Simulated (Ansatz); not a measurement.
# LaInO3 (Pnma): converging the G0W0 gap, part 2 of 2

Aim: see how the G0W0 gap of LaInO3 (Pnma) on r2SCAN moves with empty bands and screening cutoff, and what each rung costs.

Ansatz 0.2.0; G0W0 on r2SCAN, plane waves, PAW. Known limits of the many-body steps: not at the basis limit; f levels unsure; no spin-orbit coupling; coarse k mesh.

So far. Step 4 (940 empty bands, screening to 130 eV): Against the run with 2×2×2 mesh, 436 empty bands, screening to 78 eV, the gap moves by +0.09 eV.

## 5. Changing the frequency model: 2×2×2 mesh, 436 empty bands, screening to 78 eV, plasmon pole

A plasmon pole stands in for the full frequency dependence of the screening; this run shows what that costs in accuracy. Bands and cutoff differ from the step before, so it is read against an earlier run that matches them.

input.yaml reads:

```yaml
crystal:
  lattice:
    - [5.9404, 0.0, 0.0]
    - [0.0, 8.2158, 0.0]
    - [0.0, 0.0, 5.7229]
  atoms:
    - { symbol: La, position: [0.9463878522, 0.25, 0.0153056097] }
    - { symbol: La, position: [0.5536121478, 0.75, 0.5153056097] }
    - { symbol: La, position: [0.4463878522, 0.25, 0.4846943903] }
    - { symbol: La, position: [0.0536121478, 0.75, 0.9846943903] }
    - { symbol: In, position: [0.0, 0.0, 0.5] }
    - { symbol: In, position: [0.5, 0.0, 0.0] }
    - { symbol: In, position: [0.5, 0.5, 0.0] }
    - { symbol: In, position: [0.0, 0.5, 0.5] }
    - { symbol: O, position: [0.0443817441, 0.25, 0.6126999622] }
    - { symbol: O, position: [0.4556182559, 0.75, 0.1126999622] }
    - { symbol: O, position: [0.5443817441, 0.25, 0.8873000378] }
    - { symbol: O, position: [0.9556182559, 0.75, 0.3873000378] }
    - { symbol: O, position: [0.1980525852, 0.0593550042, 0.1955759518] }
    - { symbol: O, position: [0.3019474148, 0.9406449958, 0.6955759518] }
    - { symbol: O, position: [0.6980525852, 0.4406449958, 0.3044240482] }
    - { symbol: O, position: [0.8019474148, 0.5593550042, 0.8044240482] }
    - { symbol: O, position: [0.8019474148, 0.9406449958, 0.8044240482] }
    - { symbol: O, position: [0.6980525852, 0.0593550042, 0.3044240482] }
    - { symbol: O, position: [0.3019474148, 0.5593550042, 0.6955759518] }
    - { symbol: O, position: [0.1980525852, 0.4406449958, 0.1955759518] }
kpoints:
  mp_grid: { grid: [2, 2, 2] }
hamiltonian:
  xc: r2scan
scf:
  occupations: { method: fixed }
gw:
  n_empty_bands: 436
  ecut_chi: 78
  qp_bands: [v4, c4]
  qp_kpoints: band_edges
  screening: { model: godby_needs }
```

The run is started by

```bash
ansatz run input.yaml --threads 24 --pin off --max-ram 82944MiB --backend cuda --events-out ev --progress --plain --runs-dir out --devices 1 --max-vram 78GiB
```

Numbers of over 12 decimals in the logs are rounded to 6 here.

What it wrote:

```text
GPUs: using 1 of 1 available (devices: 1).
[...]
Crystal: 20 atoms, lattice volume = 279.307 Å³
Basis set: ecut = 500 eV, 7101 PW (Γ), exchange–correlation on 180×240×180 points (64 copies of the dense FFT grid, shifted against one another)
Bands: 104, of which v1, the nominal top of the filled ones, is band 84 counted from 1 (83 counted from 0)
Symmetry: 8 space group operations
[...]
k-points: 8
[...]
7    83      9.5253   -26.4278     4.5769   -21.7868  0.7946     9.4612     9.4612  root
     7    84      9.5253   -26.4278     4.5769   -21.7868  0.7946     9.4612     9.4612  root
     7    85     15.2342   -18.9714    -7.8607   -31.2932  0.8139    19.8288    19.6953  root ?
     7    86     15.2342   -18.9714    -7.8607   -31.2932  0.8139    19.8288    19.6953  root ?
     7    87     15.2342   -18.9714    -7.8607   -31.2932  0.8139    19.8288    19.6953  root ?
     7    88     15.2342   -18.9714    -7.8607   -31.2932  0.8139    19.8288    19.6953  root ?
[key lines of the parts left out:]
SCF converged after 8 iterations
```

Wall time 9.5 s (1 × NVIDIA GB200 (shared by 2 runs) with 24 threads of Arm Neoverse V2, shared host); peak memory 2.8 GiB; 49 s of CPU time.

Numbers from this step:

| Property | Result |
| --- | --- |
| bands summed | 520 |
| plasmon-pole fit frequency | 28.80 eV |
| RPA ε∞ on this mesh (eigenvalues) | 4.153, 4.275, 4.377 |
| plane waves in the screening matrix | 431 |
| G0W0 gap on the mesh | 4.436 eV |
| k of the valence top | 0, 0, 0 |
| k of the conduction bottom | 0, 0, 0 |
| starting gap on the mesh | 3.554 eV |
| least direct G0W0 gap on the computed points | 4.436 eV |

Against the run with 2×2×2 mesh, 436 empty bands, screening to 78 eV, the gap moves by −0.007 eV.

## 6. Changing the files: 2×2×2 mesh, 436 empty bands, screening to 78 eV, hard PAW files

Other atomic data (hard PAW) test the pseudisation: the cutoff goes from 500 to 1050 eV and the valence electrons from 168 to 200, which opens shells that were frozen.

Edit input.yaml of step 5 so:

```diff
@@ -30,2 +30,3 @@
   xc: r2scan
+  pseudopotentials: { kind: paw, source: ansatz }
 scf:
@@ -37,2 +38,2 @@
   qp_kpoints: band_edges
-  screening: { model: godby_needs }
+  screening: { model: contour_deformation }
```

What it wrote:

```text
GPUs: using 1 of 1 available (devices: 1).
[...]
Crystal: 20 atoms, lattice volume = 279.307 Å³
Basis set: ecut = 1050 eV, 21559 PW (Γ), exchange–correlation on 288×400×288 points (64 copies of the dense FFT grid, shifted against one another)
Bands: 120, of which v1, the nominal top of the filled ones, is band 100 counted from 1 (99 counted from 0)
Symmetry: 8 space group operations
[...]
k-points: 8
[...]
7    99     10.3012   -26.4136     4.5647   -21.7707  0.7713    10.2229    10.2230  root
     7   100     10.3012   -26.4136     4.5647   -21.7707  0.7713    10.2229    10.2230  root
     7   101     16.0450   -18.8849    -8.4591   -31.1640  0.7559    20.2923    19.8650  root ?
     7   102     16.0450   -18.8849    -8.4591   -31.1640  0.7559    20.2923    19.8650  root ?
     7   103     16.0450   -18.8849    -8.4591   -31.1640  0.7559    20.2923    19.8650  root ?
     7   104     16.0450   -18.8849    -8.4591   -31.1640  0.7559    20.2923    19.8650  root ?
[key lines of the parts left out:]
SCF converged after 10 iterations
```

Elapsed: 19 s, on 1 × NVIDIA GB200 (shared by 2 runs) with 24 threads; peak memory 6.8 GiB.

Numbers from this step:

```yaml
bands_summed: 536
rpa_eps_infinity_on_this_mesh_eigenvalues: 4.149, 4.271, 4.372
plane_waves_in_the_screening_matrix: 431
g0w0_gap_on_the_mesh: 4.425 eV
k_of_the_valence_top: 0, 0, 0
k_of_the_conduction_bottom: 0, 0, 0
starting_gap_on_the_mesh: 3.571 eV
least_direct_g0w0_gap_on_the_computed_points: 4.425 eV
```

Against the run with 2×2×2 mesh, 436 empty bands, screening to 78 eV, the gap moves by −0.017 eV.

## 7. Side by side

Times are wall times on 1 × NVIDIA GB200 (shared by 2 runs) with 24 threads of Arm Neoverse V2, shared host, good to a factor of about two.

```csv
mesh,files,frequency,bands summed,cutoff (eV),start (eV),G0W0 (eV),time,host memory (GiB)
2×2×2,default PAW,contour deformation,238,39,3.554,4.753,4.6 s,2.0
2×2×2,default PAW,contour deformation,520,78,3.554,4.442,7.8 s,2.7
2×2×2,default PAW,contour deformation,1024,130,3.554,4.528,18 s,4.3
2×2×2,default PAW,plasmon pole,520,78,3.554,4.436,9.5 s,2.8
2×2×2,hard PAW,contour deformation,536,78,3.571,4.425,19 s,6.8
```

How the two edges are built up, in eV (the quasiparticle level is the starting level plus Σx plus Σc less Vxc):

```csv
run,edge,start,Σx,Σc,Vxc,Z,QP
238 bands,valence top,9.79,-27.49,4.41,-23.14,0.79,9.85
238 bands,conduction bottom,13.35,-12.52,-2.97,-16.74,0.83,14.60
520 bands,valence top,9.79,-27.49,4.31,-23.14,0.78,9.75
520 bands,conduction bottom,13.35,-12.52,-3.38,-16.74,0.83,14.19
1024 bands,valence top,9.79,-27.49,4.03,-23.14,0.77,9.47
1024 bands,conduction bottom,13.35,-12.52,-3.57,-16.74,0.82,14.00
```

## 8. Outcome

```
238 bands, 39 eV   : 4.753 eV
520 bands, 78 eV   : 4.442 eV
1024 bands, 130 eV : 4.528 eV
mesh and start     : 2×2×2, r2SCAN
```

**Reading.** From 238 to 1024 bands the gap moves by −0.22 eV while the time grows 3.9-fold. Σc changes by −0.38 eV at the valence top and −0.61 eV at the conduction bottom, so the levels themselves move more than the gap between them. The gap turns back along the series, so no limit is drawn from it. The plasmon-pole model gives −0.01 eV against contour deformation, 1 % of the correction, and saved no time in this program. Hard PAW files move the gap by −0.02 eV at equal bands and cutoff, +0.02 eV of it in the start. The 2×2×2 mesh is coarse for this cell (its supercell is 11 Å along the shortest edge). The RPA ε∞ on it, from the r2SCAN start, is 4.12, 4.23 and 4.34; such meshes misread the long-range screening, most where the gap is narrow. Empty 4f levels lie among the conduction bands. Their place in the start is unsure; it enters the screening, and the edge itself where they lie low. The many-body steps are scalar-relativistic: spin-orbit coupling is not in them.

[Paths, hosts, dates, memory and timing lines, banners, echoed tables and standing remarks are left out of the program output.]

[Logs are printed without paths, hosts, clocks, repeated set-up lines and the standing remarks that a program may print on its own settings, such as how far it seeks lower states.]

[Runs of the session that timed out or met a known fault of the program may be left out.]

[Cells called generated may have been cut or substituted from an entry of the Crystallography Open Database or the Materials Project.]

[Hosts, paths, dates, database ids (printed as entryN), source tags and the programs' standing remarks are cut or masked in the printed files.]
